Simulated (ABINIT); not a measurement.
# Calculated records

```
! title: A GW chain in ABINIT: AlN (F-43m)
! method: RPA screening on PBE, plane waves, norm-conserving pseudopotentials (and 2 further levels or steps)
! program: ABINIT 10.8.3
! settings: cutoff 36 Ha, PseudoDojo scalar-relativistic 0.4.1 standard, norm-conserving, ngkpt (6, 6, 6), nband 29, ecuteps 4.8 Ha, inclvkb 2, shiftk (0, 0, 0), symchi 1, awtr 1, frequency ppm, 6×6×6 k-mesh
! cost: 5 runs, 42 s in all on 4 MPI ranks of Arm Neoverse N1, shared host
! notes: The cell and positions are those that the Materials Project relaxed with its own functionals (PBE, PBE+U or r2SCAN), kept fixed. This is not the form that AlN usually takes at ambient conditions.
! PBE gap: 3.32 eV, indirect
! G0W0 gap on the mesh: 4.28 eV
! GW settings: 6×6×6 mesh, 29 bands, screening to 130.6 eV, Godby-Needs plasmon pole
! known limits: short of the basis limit
CELL_PARAMETERS angstrom
0.00000 2.18399 2.18399
2.18399 0.00000 2.18399
2.18399 2.18399 0.00000
ATOMIC_POSITIONS crystal
Al 0.00000 0.00000 0.00000
N 0.75000 0.75000 0.75000
```

[Long decimals in the printed logs are rounded to 6 places.]

[Logs are printed without paths, hosts, clocks, repeated set-up lines and the standing remarks that a program may print on its own settings, such as how far it seeks lower states.]

[Paths, hosts, dates, memory and timing lines, banners, echoed tables and standing remarks are left out of the program output; an Ansatz launch command may be rebuilt from the run's recorded settings. Measured values are a selection of at most five: reports struck by readers or far from the other reports are left out. None is set beside runs whose start may be inverted or whose files or cutoffs have a known fault.]

[Runs of the session that timed out or met a known fault of the program may be left out.]

[Hosts, paths, dates, database ids (printed as entryN), source tags and the programs' standing remarks are cut or masked in the printed files.]

[G0W0 gaps are taken among the corrected bands and points alone; a level outside them can change the order at an edge.]

[Where Ansatz stands beside ABINIT at settings called matched, ABINIT's density can come from a denser mesh and the files from another edition; pairs whose starting gaps differed by over 0.03 eV were left out, so agreement reads better than it is.]
